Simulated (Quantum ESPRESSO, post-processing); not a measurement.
# 1T-PtS2, 2 layers, AA stacking, stepped through biaxial strain, part 8 of 8

What law, if any, do the results for 1T-PtS2, 2 layers, AA stacking follow against biaxial strain?

Quantum ESPRESSO 7.5; plane-wave DFT, PBE, GBRV ultrasoft pseudopotentials.

So far. Step 9 (Relaxing the ions, 3 %): The relaxation lowers the energy by 13 meV an atom. Step 11 (Relaxation with pw.x, 4 %): The relaxation lowers the energy by 23 meV an atom.

### Step 12. Ground state, 4 %

Level of this step: plane-wave DFT, PBE, GBRV ultrasoft pseudopotentials (Quantum ESPRESSO 7.5).

The input, m8.scf.in:

```
&control
  prefix = 'm8.scf'
  outdir = './out'
  pseudo_dir = './pseudo'
  calculation = 'scf'
  tprnfor = .true.
/
&system
  ibrav = 0
  nat = 6
  ntyp = 2
  ecutwfc = 40
  ecutrho = 200
  occupations = 'smearing'
  smearing = 'fd'
  degauss = 0.002
  nbnd = 32
/
&electrons
  conv_thr = 1e-09
  mixing_beta = 0.4
  electron_maxstep = 120
  mixing_mode = 'plain'
/
ATOMIC_SPECIES
  S   32.0600  s_pbe_v1.4.uspp.F.UPF
  Pt  195.0840  pt_pbe_v1.4.uspp.F.UPF
CELL_PARAMETERS angstrom
  3.70264000288000 0.00000000000000 0.00000000000000
  -1.85132000144000 3.20658030368000 0.00000000000000
  0.00000000000000 0.00000000000000 22.22817278700000
ATOMIC_POSITIONS crystal
  S   0.666666666700 0.333333333300 0.346273492200
  Pt  0.000000000000 0.000000000000 0.398411855300
  S   0.333333333300 0.666666666700 0.449570276600
  S   0.666666666700 0.333333333300 0.550429723400
  Pt  0.000000000000 0.000000000000 0.601588144700
  S   0.333333333300 0.666666666700 0.653726507800
K_POINTS automatic
  12 12 1 0 0 0
```

The run is started by

```bash
> OMP_NUM_THREADS=1 mpirun -n 4 pw.x -nk 4 -in m8.scf.in > m8.scf.out
```

The program printed:

```text
[banner, memory and clock lines left out]
Program PWSCF v.7.5 starts
[...]
Message from routine setup:
[...]
number of electrons       =        56.00
     number of Kohn-Sham states=           32
     kinetic-energy cutoff     =      40.0000  Ry
     charge density cutoff     =     200.0000  Ry
[...]
number of k points=    19  Fermi-Dirac smearing, width (Ry)=  0.0020
[...]
Dense  grid:    85173 G-vectors     FFT dimensions: (  32,  32, 192)
[...]
negative rho (up, down):  3.686E-01 0.000E+00
     Starting wfcs are   40 randomized atomic wfcs
[...]
negative rho (up, down):  3.451E-01 0.000E+00
[...]
estimated scf accuracy    <       4.52377213 Ry
[...]
negative rho (up, down):  3.489E-01 0.000E+00
[...]
estimated scf accuracy    <       2.53985758 Ry
[...]
negative rho (up, down):  3.470E-01 0.000E+00
[...]
estimated scf accuracy    <       0.09736425 Ry
[...]
negative rho (up, down):  3.427E-01 0.000E+00
[...]
estimated scf accuracy    <       0.07358679 Ry
[...]
negative rho (up, down):  3.428E-01 0.000E+00
[...]
estimated scf accuracy    <       0.02605719 Ry
[...]
negative rho (up, down):  3.424E-01 0.000E+00
[...]
estimated scf accuracy    <       0.00533318 Ry
[...]
negative rho (up, down):  3.422E-01 0.000E+00
[...]
estimated scf accuracy    <       0.00090696 Ry
[...]
negative rho (up, down):  3.423E-01 0.000E+00
[...]
estimated scf accuracy    <       0.00004836 Ry
[...]
negative rho (up, down):  3.423E-01 0.000E+00
[...]
estimated scf accuracy    <       0.00002167 Ry
[...]
negative rho (up, down):  3.423E-01 0.000E+00
[...]
estimated scf accuracy    <       0.00000109 Ry
[...]
negative rho (up, down):  3.424E-01 0.000E+00
[...]
estimated scf accuracy    <       0.00000059 Ry
[...]
negative rho (up, down):  3.424E-01 0.000E+00
[...]
estimated scf accuracy    <       0.00000003 Ry
[...]
negative rho (up, down):  3.424E-01 0.000E+00
[...]
estimated scf accuracy    <       0.00000002 Ry
[...]
negative rho (up, down):  3.424E-01 0.000E+00
[...]
the Fermi energy is     1.5184 ev
!    total energy              =    -517.92389127 Ry
     estimated scf accuracy    <          1.9E-10 Ry
     smearing contrib. (-TS)   =      -0.00000001 Ry
     internal energy E=F+TS    =    -517.92389126 Ry
[...]
one-electron contribution =   -2663.76267320 Ry
     hartree contribution      =    1342.52941188 Ry
     xc contribution           =    -147.31875211 Ry
     ewald contribution        =     950.62812217 Ry
     convergence has been achieved in  14 iterations
     negative rho (up, down):  3.424E-01 0.000E+00
[...]
Total force =     0.008864     Total SCF correction =     0.000020
[...]
```

Wall time 41 s (4 MPI ranks of Arm Neoverse V1, shared host); peak memory 0.73 GiB.

This step gave:

```
free energy                          : -7046.7135 eV
valence top, on the run's zero       : 1.154 eV
conduction bottom, on the run's zero : 1.889 eV
gap by band count                    : 0.7343 eV
```

### Step 13. The series side by side

The series in one table, energies over the lowest:

```
biaxial strain  energy (eV)  gap along the path (eV)  upper vacuum level over the valence top of the mesh (eV)  lower vacuum level over that top (eV)
          -4 %       0.2499                    1.002                                                      5.67                                   5.67
          -3 %       0.1409                   0.9624                                                     5.622                                  5.622
          -2 %       0.0629                   0.9077                                                     5.576                                  5.576
          -1 %       0.0160                   0.8501                                                     5.557                                  5.557
           0 %       0.0000                   0.8049                                                     5.554                                  5.554
           1 %       0.0146                   0.7712                                                     5.562                                  5.562
           2 %       0.0587                    0.731                                                      5.58                                   5.58
           3 %       0.1317                   0.6881                                                     5.598                                  5.598
           4 %       0.2320                   0.6485                                                     5.618                                  5.618
```

### Step 14. A check by hand

A parabola through the energies within ±2 % has E = 151.93 eV × ε² -0.098 eV × ε; for the curvature, over A = 10.977 Å² this is 151.93 × 1/10.977 × 16.02 = 222 N/m.

### Step 15. Summary of results

* C11 + C12: 222 N/m
* gap along the path, at -4 % and at 4 %: 1.00, 0.65 eV
* upper vacuum level over the valence top of the mesh, at -4 % and at 4 %: 5.67, 5.62 eV
* lower vacuum level over that top, at -4 % and at 4 %: 5.67, 5.62 eV

What this shows: The series holds 9 members; C11 + C12: 222 N/m (PBE, GBRV ultrasoft; energies at PBE-D3(BJ), GBRV ultrasoft). The energy is lowest near zero strain. From -4 % to 4 % the gap along the path falls from 1.00 to 0.65 eV. From -4 % to 4 % the upper vacuum level over the valence top of the mesh goes from 5.67 to 5.62 eV by way of 5.55 at 0 %. From -4 % to 4 % the lower vacuum level over that top goes from 5.67 to 5.62 eV by way of 5.55 at 0 %. Semilocal gaps are too small; the 1×1 cell can't ripple over many cells under compression as a free sheet would. No spin-orbit coupling.

[Logs are printed without paths, hosts, clocks, repeated set-up lines and the standing remarks that a program may print on its own settings, such as how far it seeks lower states.]

[Hosts, paths, dates, database ids (printed as entryN), source tags and the programs' standing remarks are cut or masked in the printed files.]

[Maps of the electrostatic potential energy from Ansatz leave out the sawtooth potential of an applied field or a dipole correction, so their vacuum need not be flat; planar profiles and work functions include it.]
